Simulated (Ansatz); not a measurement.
# GeH5CBr3N2 (CH(NH2)2GeBr3): the gap up the ladder of methods

Wanted: a ladder of band gaps for GeH5CBr3N2 (CH(NH2)2GeBr3), from density functionals to G0W0.

Method: density functionals, hybrids and G0W0, plane waves, PAW, in Ansatz 0.2.0.

The structure was built from a prototype and need not be the compound's stable phase.

### Step 1. The starting structure

The cell holds 12 atoms: 1 C, 5 H, 2 N, 1 Ge and 3 Br. Cell: a = 5.960 Å, b = 5.862 Å, c = 5.957 Å, α = 89.0°, β = 80.4°, γ = 91.1°. It derives from Br3C1Ge1H5N2.

Coordinates:

```cif
data_structure
_symmetry_space_group_name_H-M 'P 1'
_symmetry_Int_Tables_number 1
_cell_length_a 5.9603
_cell_length_b 5.8624
_cell_length_c 5.9569
_cell_angle_alpha 88.974
_cell_angle_beta 80.423
_cell_angle_gamma 91.107
_cell_volume 205.16
loop_
_atom_site_label
_atom_site_type_symbol
_atom_site_fract_x
_atom_site_fract_y
_atom_site_fract_z
_atom_site_occupancy
C1 C 0.97179 0.93360 0.02778 1
H2 H 0.90570 0.76652 0.09366 1
N3 N 0.88084 0.02711 0.86371 1
N4 N 0.13622 0.02683 0.11859 1
H5 H 0.75474 0.94320 0.79962 1
H6 H 0.20025 0.94279 0.24453 1
H7 H 0.93607 0.18109 0.78754 1
H8 H 0.21247 0.18085 0.06359 1
Ge9 Ge 0.47528 0.52978 0.52414 1
Br10 Br 0.46902 0.50992 0.95139 1
Br11 Br 0.50823 0.96369 0.49175 1
Br12 Br 0.04827 0.50988 0.53076 1
```

The structure was relaxed with PBE-D3(BJ). The runs that relaxed it are not among those shown.

The logs state that the PAW files were generated under PBE.

### Step 2. PBE on the 4×4×4 mesh

Levels along a band path and on the mesh show where this functional puts the band edges.

This step: DFT, PBE, plane waves, PAW; PAW set soft_1.

The input, input.yaml:

```yaml
crystal:
  lattice:
    - [5.9391948117, -0.0595617958, 0.4977235936]
    - [-0.0595617958, 5.8618311573, 0.0555080471]
    - [0.4977235936, 0.0555080471, 5.9358539308]
  atoms:
    - { symbol: C, position: [-0.0282097529, 0.9336048226, 0.0277765727] }
    - { symbol: H, position: [-0.09429818, 0.7665189356, 0.0936635303] }
    - { symbol: "N", position: [0.8808375156, 0.027105022, 0.863711942] }
    - { symbol: "N", position: [0.1362153539, 0.0268250514, 0.118589968] }
    - { symbol: H, position: [0.7547376751, 0.9432008455, -0.2003769383] }
    - { symbol: H, position: [0.20025202, 0.9427904704, 0.244529105] }
    - { symbol: H, position: [0.9360708792, 0.1810852635, 0.7875393173] }
    - { symbol: H, position: [0.2124702223, 0.1808465556, 1.0635853828] }
    - { symbol: Ge, position: [0.4752761125, 0.5297811285, 0.5241445256] }
    - { symbol: Br, position: [0.4690200572, 0.5099244935, -0.048610243] }
    - { symbol: Br, position: [0.508229185, -0.0363100272, 0.4917525963] }
    - { symbol: Br, position: [0.0482669867, 0.50987784, 0.5307573537] }
kpoints:
  mp_grid: { grid: [4, 4, 4] }
  band_path:
    path:
      - [[0.0, 0.0, 0.0], [0.5, 0.0, 0.0], [0.5, 0.5, 0.0], [0.0, 0.0, 0.0], [0.5, 0.5, 0.5], [0.5, 0.0, 0.0]]
      - [[0.5, 0.5, 0.0], [0.5, 0.5, 0.5]]
    npoints: 10
hamiltonian:
  xc: pbe
  pseudopotentials: { kind: paw, azcp: { folder: soft_1 } }
scf:
  occupations: { method: fermi_dirac, width: 0.02 }
  n_extra_bands: 8
output:
  eigenvalues: true
  forces: true
  stress: true
  write_density: true
  write_potential: true
  elf: true
  volumetric_format: npy
```

The run is started by

```bash
$ ansatz run input.yaml --threads 2 --pin off --max-ram 92160MiB --backend cuda --events-out ev --progress --plain --runs-dir out --devices 1 --max-vram 13GiB
```

Numbers of over 12 decimals in the logs are rounded to 6 here.

What it wrote:

```text
scf.n_extra_bands = 8 over 27 filled bands (N_el = 54.0): the run solves 35 bands
GPUs: using 1 of 1 available (devices: 1).
Engine: ansatz 0.2.0, x86_64-unknown-linux-gnu
Pseudopotentials: kind: paw
Pseudopotential: C, paw, valence charge 4, recommended cutoff 420 eV (normal), soft_1/C.paw.azcp
Pseudopotential: H, paw, valence charge 1, recommended cutoff 420 eV (normal), soft_1/H.paw.azcp
Pseudopotential: N, paw, valence charge 5, recommended cutoff 420 eV (normal), soft_1/N.paw.azcp
Pseudopotential: Ge, paw, valence charge 14, recommended cutoff 420 eV (normal), soft_1/Ge.paw.azcp
Pseudopotential: Br, paw, valence charge 7, recommended cutoff 420 eV (normal), soft_1/Br.paw.azcp
Functional definition: PBE
  parameter kappa = 0.804
  parameter beta = 0.066725
  exchange = pbe_x(kappa = kappa, mu = beta*pi^2/3)
  correlation = pbe_c(beta = beta)
device memory: the entry about to start is reckoned to put 2.4 GiB on a device that reports 59.0 GiB free (of which the cap on the GPU budget leaves the run 13.0 GiB)
GPU FFT provider: cuFFT
GPU libraries: cuBLAS 13.8.2, cuFFT 12.4.0, cuSOLVER 12.3.4
Crystal: 12 atoms, lattice volume = 205.159 Å³
Basis set: ecut = 420 eV, 3999 PW (Γ), exchange–correlation on 80×80×80 points (8 copies of the dense FFT grid, shifted against one another)
Bands: 35, of which v1, the nominal top of the filled ones, is band 27 counted from 1 (26 counted from 0)
Symmetry: 1 space group operations
Space group: P1 (ITA 1), of the structure as read, at distance tolerance 5.9e-5 Å
k-points: 36 of 64 (time reversal used)
Non-local potential: C, projectors of the file, l = 0: 2, l = 1: 2, l = 2: 1
Non-local potential: H, projectors of the file, l = 0: 2, l = 1: 1
Non-local potential: N, projectors of the file, l = 0: 2, l = 1: 2, l = 2: 1
Non-local potential: Ge, projectors of the file, l = 0: 2, l = 1: 2, l = 2: 3, l = 3: 1
Non-local potential: Br, projectors of the file, l = 0: 2, l = 1: 2, l = 2: 2
PAW form: soft (Blöchl's): semilocal exchange-correlation on the pseudo side does not see the compensation charge
PAW one-centre angular grid: C, 110 points (default); XC on 64 Gauss nodes
PAW one-centre angular grid: H, 110 points (default); XC on 64 Gauss nodes
PAW one-centre angular grid: N, 110 points (default); XC on 64 Gauss nodes
PAW one-centre angular grid: Ge, 590 points (default); XC on 64 Gauss nodes
PAW one-centre angular grid: Br, 110 points (default); XC on 64 Gauss nodes
Initial density: superposition of atomic densities (chi_scale 0.1, normalization cell), built separately for each of the 2 bonded fragments (scf.initial_density.interfragment_charge_transfer: auto; true builds it for the cell as a whole; a typed value also counts as a typed key of the start: scf.initial_density.chi_scale says what that changes, if anything)
Initial wavefunctions: pseudopotential atomic-orbital guess
GPU buffer pool allocated for 64000 grid points (all kernels)
GPU transforms: local potential and band sums: pruned to the plane-wave sphere, on 40×40×40
Functional: x = pbe(κ = 0.804, μ = 0.219515), c = pbe(β = 0.066725)
SCF iter   1: F=—  HF=-13750.869811 eV  |F-HF|=—  |Δ(HF+E_count)|=         —  Δρ=7.18e-2  dr2=9.48e0  ethr=3.10e-3  ⟨swp⟩=7.5  Hψ=5929  notcnv=0
preconditioner: auto → Resta (q_TF=auto, 2.184 Å⁻¹)  ε∞=3.2  [insulator: Δε(μ)=2.168 eV  Ē_g=11.165 eV  σ=0.020 eV  W_gap=1.00  n_scr=32 (ndim 8)  ℏωp=16.4 eV  f_vac=0.035  D(μ)=0.00/eV (n_scr^D=0)  ε∞_Penn≈3.2]
SCF iter   2: F=—  HF=-13748.283459 eV  |F-HF|=—  |Δ(HF+E_count)|=    2.59e0  Δρ=3.15e-2  dr2=1.37e0  ethr=3.10e-3  ⟨swp⟩=3.0  Hψ=2870  notcnv=0  defer=113
SCF iter   3: F=—  HF=-13747.955712 eV  |F-HF|=—  |Δ(HF+E_count)|=   3.28e-1  Δρ=1.14e-2  dr2=2.18e-1  ethr=2.54e-3  ⟨swp⟩=2.1  Hψ=2267  notcnv=0  defer=113
SCF iter   4: F=—  HF=-13747.931136 eV  |F-HF|=—  |Δ(HF+E_count)|=   2.46e-2  Δρ=2.57e-3  dr2=1.30e-2  ethr=4.03e-4  ⟨swp⟩=3.0  Hψ=2232  notcnv=0  defer=113
SCF iter   5: F=—  HF=-13747.939008 eV  |F-HF|=—  |Δ(HF+E_count)|=   7.87e-3  Δρ=8.92e-4  dr2=1.90e-3  ethr=2.40e-5  ⟨swp⟩=2.0  Hψ=2253  notcnv=0  defer=113
SCF iter   6: F=—  HF=-13747.941172 eV  |F-HF|=—  |Δ(HF+E_count)|=   2.16e-3  Δρ=3.34e-4  dr2=2.73e-4  ethr=3.52e-6  ⟨swp⟩=2.0  Hψ=2294  notcnv=0  defer=113
SCF iter   7: F=—  HF=-13747.941159 eV  |F-HF|=—  |Δ(HF+E_count)|=   1.27e-5  Δρ=8.98e-5  dr2=2.02e-5  ethr=5.06e-7  ⟨swp⟩=2.0  Hψ=2251  notcnv=0  defer=113
SCF iter   8: F=—  HF=-13747.941166 eV  |F-HF|=—  |Δ(HF+E_count)|=   6.13e-6  Δρ=3.94e-5  dr2=3.96e-6  ethr=3.74e-8  ⟨swp⟩=2.0  Hψ=2182  notcnv=0  defer=113
SCF iter   9: F=—  HF=-13747.941167 eV  |F-HF|=—  |Δ(HF+E_count)|=   1.69e-6  Δρ=2.09e-5  dr2=9.07e-7  ethr=7.34e-9  ⟨swp⟩=2.0  Hψ=1934  notcnv=0  defer=113
SCF iter  10: F=-13747.941167 eV  HF=-13747.941167 eV  |F-HF|=8.01e-8  |Δ(HF+E_count)|=   6.03e-8  Δρ=5.95e-6  dr2=8.63e-8  ethr=1.85e-10  ⟨swp⟩=18.3  Hψ=12029  notcnv=0
SCF 1 converged in 10 iterations: F = -13747.941167 eV  dr2 = 8.63e-8
[...]
device memory: the entry about to start is reckoned to put 1.7 GiB on a device that reports 62.1 GiB free (of which the cap on the GPU budget leaves the run 13.0 GiB)
NSCF: frozen V_eff on 62 k-points
SCF converged after 10 iterations
Free energy (F): -13747.941167 eV
Harris-Foulkes:  -13747.941167 eV  (|F-HF|=8.01e-8)
Internal energy: -13747.941167 eV  (E = F + TS)
E sigma→0 (E₀):  -13747.941167 eV
Fermi energy:    3.089899 eV
--- Per-component energies (eV) ---
  E_band       = -450.307575
  E_kinetic    = 899.876304
  E_local      = -4561.170817  (includes V_loc(G=0)·N_el)
  E_nonlocal   = 463.220137
  E_hartree    = 1873.676431
  E_xc         = -868.963590
  E_vxc        = -651.858169  (∫ρ·V_xc dr)
  E_paw        = -9307.870046  (= ΣΔE_a)
  E_vpaw       = -347.726863  (= ΣTr[D̂ρ^β])
  E_aug_tail   = -0.003231  (compensation charges beyond the density's cutoff)
  E_ewald      = -2246.706356
  E_smearing   = -0.000000  (= −TS)
  E_closure    = -0.000000  (closes the sum)
  Σ components = -13747.941167   (vs F -13747.941167, Δ=0.00e0)
--- Forces (eV/Å), atoms counted from 1 ---
  atom   1  C     -0.00059249     0.02182483    -0.00020115
  atom   2  H      0.00129354     0.00564048    -0.00171889
  atom   3  N      0.00386980    -0.00690169     0.01015791
  atom   4  N     -0.00888026    -0.00768459    -0.00009956
  atom   5  H      0.00188844     0.00282034     0.00135716
  atom   6  H     -0.00151642     0.00320533    -0.00308122
  atom   7  H     -0.00025766    -0.00162385     0.00399959
  atom   8  H     -0.00269762    -0.00064603    -0.00023194
  atom   9  Ge    -0.00047837    -0.00694062     0.00104616
  atom  10  Br     0.00126078    -0.00195708    -0.00997584
  atom  11  Br    -0.00411106    -0.00604258     0.00035964
  atom  12  Br     0.01027225    -0.00169251    -0.00158620
  max |Σ_I F_I| component: 5.09e-5 eV/Å
--- Stress (GPa, compression-positive) ---
        1.050785      -0.020992      -0.041134
       -0.020991       1.043282       0.025693
       -0.041134       0.025694       1.051471
  P = ⅓ Tr σ = 1.0485 GPa (10.485 kbar)
--- Band table (eV; the first three rows and the last of 36) ---
  k-point 0: bands = [... 23 lower, 0.3199, 0.4651, 0.4843, 0.9200, 5.3625, 6.3427, 7.0247, 7.3390, ... 4 higher]
  k-point 1: bands = [... 23 lower, 0.3065, 0.3996, 0.5245, 0.9146, 5.3859, 5.9026, 6.7633, 7.1339, ... 4 higher]
  k-point 2: bands = [... 23 lower, 0.3423, 0.4239, 0.5655, 0.9590, 4.7902, 5.4002, 7.0207, 7.1100, ... 4 higher]
  k-point 35: bands = [... 23 lower, 0.6784, 0.7970, 0.7982, 2.0163, 4.1636, 4.2720, 4.4256, 5.3789, ... 4 higher]
```

Run time: 9 s. Hardware: 1 × NVIDIA H100 80GB HBM3 (shared by 6 runs) with 2 threads of AMD EPYC 7R13 (Zen 3), shared host; peak memory 1.1 GiB.

In the SCF lines HF is the Harris–Foulkes energy and dr2 the Hartree energy of the density residual, in eV; the loop may stop once dr2 is under the threshold and the program's other checks hold. Hψ counts applications of the Hamiltonian.

Numbers from this step:

```
pressure             : 1.049 GPa
filled bands         : 27
gap                  : 2.147 eV
valence top at       : R
conduction bottom at : R
least direct gap     : 2.147 eV
```

Over mesh and path the gap is 2.147 eV, direct, at k = (0.500, 0.500, 0.500).

### Step 3. PBE+SOC on the 4×4×4 mesh

This run has two-component orbitals with spin-orbit coupling.

This step: DFT, PBE with spin-orbit coupling, plane waves, PAW; PAW set soft_1.

input.yaml, as its differences from that of step 2:

```diff
@@ -21,12 +21,13 @@
   band_path:
-    path:
-      - [[0.0, 0.0, 0.0], [0.5, 0.0, 0.0], [0.5, 0.5, 0.0], [0.0, 0.0, 0.0], [0.5, 0.5, 0.5], [0.5, 0.0, 0.0]]
-      - [[0.5, 0.5, 0.0], [0.5, 0.5, 0.5]]
-    npoints: 10
+    path: [[0.0, 0.0, 0.0], [0.5, 0.0, 0.0], [0.5, 0.5, 0.0], [0.5, 0.5, 0.5]]
+    npoints: 1
 hamiltonian:
   xc: pbe
-  pseudopotentials: { kind: paw, azcp: { folder: soft_1 } }
+  pseudopotentials: { kind: paw_fr, azcp: { folder: soft_1 } }
 scf:
-  occupations: { method: fermi_dirac, width: 0.02 }
-  n_extra_bands: 8
+  occupations: { method: fixed }
+  n_extra_bands: 16
+magnetization:
+  noncollinear: true
+  spin_orbit: true
 output:
@@ -35,5 +36 @@
   stress: true
-  write_density: true
-  write_potential: true
-  elf: true
-  volumetric_format: npy
```

What it wrote:

```text
[...]
GPUs: using 1 of 1 available (devices: 1).
[...]
non-collinear run that drives no moment, with spin-orbit: no starting moment large enough to seed its density (crystal.atoms[].spin), no starting occupations that ask for one, no magnetisation constraint and no magnetic field, so the semilocal B_xc is pinned to zero
[...]
GPU FFT provider: cuFFT
GPU libraries: cuBLAS 13.8.2, cuFFT 12.4.0, cuSOLVER 12.3.4
Crystal: 12 atoms, lattice volume = 205.159 Å³
Basis set: ecut = 420 eV, 3999 PW (Γ), exchange–correlation on 80×80×80 points (8 copies of the dense FFT grid, shifted against one another)
Bands: 70, of which v1, the nominal top of the filled ones, is band 54 counted from 1 (53 counted from 0)
Symmetry: 1 space group operations + 1 with time reversal
[...]
k-points: 36 of 64 (time reversal used)
[...]
atom   8  H     -0.00254610    -0.00021126    -0.00033865
  atom   9  Ge     0.00259049    -0.00945736    -0.00201483
  atom  10  Br     0.00170002    -0.00189547    -0.00664886
  atom  11  Br    -0.00397222    -0.00319011     0.00022254
  atom  12  Br     0.00692709    -0.00162501    -0.00202635
  max |Σ_I F_I| component: 4.34e-5 eV/Å
--- Stress (GPa, compression-positive) ---
        1.061234      -0.019400      -0.038221
       -0.019399       1.054943       0.024130
       -0.038221       0.024132       1.061897
  P = ⅓ Tr σ = 1.0594 GPa (10.594 kbar)
--- Band table (eV; the first three rows and the last of 36) ---
  k-point 0: bands = [... 50 lower, 0.5889, 0.5889, 0.9793, 0.9793, 5.3609, 5.3609, 6.3416, 6.3416, ... 12 higher]
  k-point 1: bands = [... 50 lower, 0.5597, 0.6029, 0.9030, 1.0319, 5.3833, 5.3848, 5.8954, 5.9095, ... 12 higher]
  k-point 2: bands = [... 50 lower, 0.6193, 0.6193, 1.0079, 1.0079, 4.7926, 4.7926, 5.3983, 5.3983, ... 12 higher]
  k-point 35: bands = [... 50 lower, 0.8878, 0.8878, 2.0395, 2.0395, 4.1504, 4.1504, 4.2806, 4.2806, ... 12 higher]
[key lines of the parts left out:]
SCF converged after 10 iterations
Magnetization: |M| = 0.0000 μB,  M = (+0.0000, +0.0000, +0.0000) μB
Free energy (F): -13749.119979 eV
Fermi energy:    2.039478 eV
```

Elapsed: 11 s, on 1 × NVIDIA H100 80GB HBM3 (shared by 6 runs) with 2 threads; peak memory 1 GiB.

Numbers from this step:

```yaml
pressure: 1.059 GPa
gap: 2.111 eV
valence_top_at: R
conduction_bottom_at: R
least_direct_gap: 2.111 eV
```

Over mesh and listed points the gap is 2.111 eV, direct, at k = (0.500, 0.500, 0.500). PBE+SOC against PBE: 2.111 − 2.147 = −0.036 eV, with the same mesh, set of files (read in its fully relativistic form for the spin-orbit run) and cutoff, and both edges at the same k points. The spin-orbit run sees mesh and listed points alone, so its gap is an upper bound: the coupling can move an edge off these points, the more so as this crystal has no centre of inversion, and the change over the zone, its sign included where it is small, is not known.

### Step 4. r2SCAN on the 4×4×4 mesh

r2SCAN is a meta-GGA: it depends on the kinetic-energy density as well as on the density and its gradient.

This step: DFT, r2SCAN, plane waves, PAW; PAW set soft_1.

input.yaml, as its differences from that of step 3:

```diff
@@ -24,10 +24,7 @@
 hamiltonian:
-  xc: pbe
-  pseudopotentials: { kind: paw_fr, azcp: { folder: soft_1 } }
+  xc: r2scan
+  pseudopotentials: { kind: paw, azcp: { folder: soft_1 } }
 scf:
   occupations: { method: fixed }
-  n_extra_bands: 16
-magnetization:
-  noncollinear: true
-  spin_orbit: true
+  n_extra_bands: 8
 output:
@@ -36 +33,5 @@
   stress: true
+  write_density: true
+  write_potential: true
+  elf: true
+  volumetric_format: npy
```

What it wrote:

```text
[...]
GPUs: using 1 of 1 available (devices: 1).
[...]
GPU FFT provider: cuFFT
GPU libraries: cuBLAS 13.8.2, cuFFT 12.4.0, cuSOLVER 12.3.4
Crystal: 12 atoms, lattice volume = 205.159 Å³
Basis set: ecut = 500 eV, 5195 PW (Γ), exchange–correlation on 180×180×180 points (64 copies of the dense FFT grid, shifted against one another)
[...]
k-point 0: bands = [... 23 lower, -0.0896, 0.0571, 0.0728, 0.5465, 5.4798, 6.4940, 7.1386, 7.4224, ... 4 higher]
  k-point 1: bands = [... 23 lower, -0.1000, -0.0081, 0.1174, 0.5550, 5.5047, 5.9668, 6.9056, 7.2424, ... 4 higher]
  k-point 2: bands = [... 23 lower, -0.0624, 0.0178, 0.1635, 0.6294, 4.8256, 5.5228, 7.1161, 7.1877, ... 4 higher]
  k-point 35: bands = [... 23 lower, 0.2791, 0.3919, 0.3984, 1.7438, 4.2101, 4.3010, 4.4645, 5.5013, ... 4 higher]
[key lines of the parts left out:]
SCF converged after 10 iterations
Free energy (F): -13787.873240 eV
Fermi energy:    1.743799 eV
P = ⅓ Tr σ = -0.6081 GPa (-6.081 kbar)
```

Wall time 10 s (1 × NVIDIA H100 80GB HBM3 (shared by 6 runs) with 2 threads); peak memory 1.3 GiB; 15 s of CPU time.

This step gave:

| Property | Result |
| --- | --- |
| pressure | -0.6081 GPa |
| gap | 2.466 eV |
| valence top at | R |
| conduction bottom at | R |
| least direct gap | 2.466 eV |

Over mesh and listed points the gap is 2.466 eV, direct, at k = (0.500, 0.500, 0.500). r2SCAN against PBE: 2.466 − 2.147 = +0.319 eV. The runs also differ in plane-wave cutoff (420 eV and 500 eV), so how much of this comes from the functional alone is not known.

### Step 5. HSE06 on the 4×4×4 mesh

HSE06 mixes in a quarter of exact exchange at short range.

This step: DFT, HSE06, plane waves, PAW; PAW set soft_1.

input.yaml, as its differences from that of step 4:

```diff
@@ -24,3 +24,3 @@
 hamiltonian:
-  xc: r2scan
+  xc: hse06
   pseudopotentials: { kind: paw, azcp: { folder: soft_1 } }
@@ -31,7 +31 @@
   eigenvalues: true
-  forces: true
-  stress: true
-  write_density: true
-  write_potential: true
-  elf: true
-  volumetric_format: npy
```

What it wrote:

```text
[...]
GPUs: using 1 of 1 available (devices: 1).
[...]
davidson cushion auto → on  (no smearing: the cushion is to keep the highest requested band from converging to the state above it; pin scf.eigensolver.cushion to override)
[...]
GPU FFT provider: cuFFT
GPU libraries: cuBLAS 13.8.2, cuFFT 12.4.0, cuSOLVER 12.3.4
Crystal: 12 atoms, lattice volume = 205.159 Å³
Basis set: ecut = 420 eV, 3999 PW (Γ)
[...]
Fermi energy:    1.560820 eV
[...]
--- Band table (eV; the first three rows and the last of 36) ---
  k-point 0: bands = [... 23 lower, -0.5506, -0.3936, -0.3691, 0.1502, 5.9592, 6.7400, 7.5098, 7.8683, ... 4 higher]
  k-point 1: bands = [... 23 lower, -0.5620, -0.4639, -0.3323, 0.1846, 5.9924, 6.2907, 7.1770, 7.6228, ... 4 higher]
  k-point 2: bands = [... 23 lower, -0.5250, -0.4435, -0.2948, 0.3258, 5.0856, 6.0148, 7.4996, 7.5888, ... 4 higher]
  k-point 35: bands = [... 23 lower, -0.1645, -0.0502, -0.0452, 1.5608, 4.4316, 4.5247, 4.6825, 6.0027, ... 4 higher]
[key lines of the parts left out:]
Free energy (F): -13754.278370 eV
```

The job ended after 51 s (1 × NVIDIA H100 80GB HBM3 (shared by 6 runs) with 2 threads; peak memory 1.8 GiB; 62 s of CPU time).

This step gave:

```yaml
gap: 2.871 eV
valence_top_at: R
conduction_bottom_at: R
least_direct_gap: 2.871 eV
exact_exchange_fraction: 0.25
```

Over mesh and listed points the gap is 2.871 eV, direct, at k = (0.500, 0.500, 0.500). HSE06 against PBE: 2.871 − 2.147 = +0.724 eV, with the same mesh, files and cutoff, and both edges at the same k points.

[end of part 1 of 2]

[Paths, hosts, dates, memory and timing lines, banners, echoed tables and standing remarks are left out of the program output.]

[Logs are printed without paths, hosts, clocks, repeated set-up lines and the standing remarks that a program may print on its own settings, such as how far it seeks lower states.]

[Runs of the session that timed out or met a known fault of the program may be left out.]

[Cells called generated may have been cut or substituted from an entry of the Crystallography Open Database or the Materials Project.]

[Hosts, paths, dates, database ids (printed as entryN), source tags and the programs' standing remarks are cut or masked in the printed files.]

[Where an RPA ε∞ is given, it is that of the G0W0 mesh and is not shown converged in it. Names of k-points follow the symmetry that the program found, which can be lower than the space group named. Band edges on a path are those of the sampled points; other points can move an edge, and change direct to indirect where valleys lie close.]

[Hybrid gaps are those of their k-mesh and are not shown converged in it.]
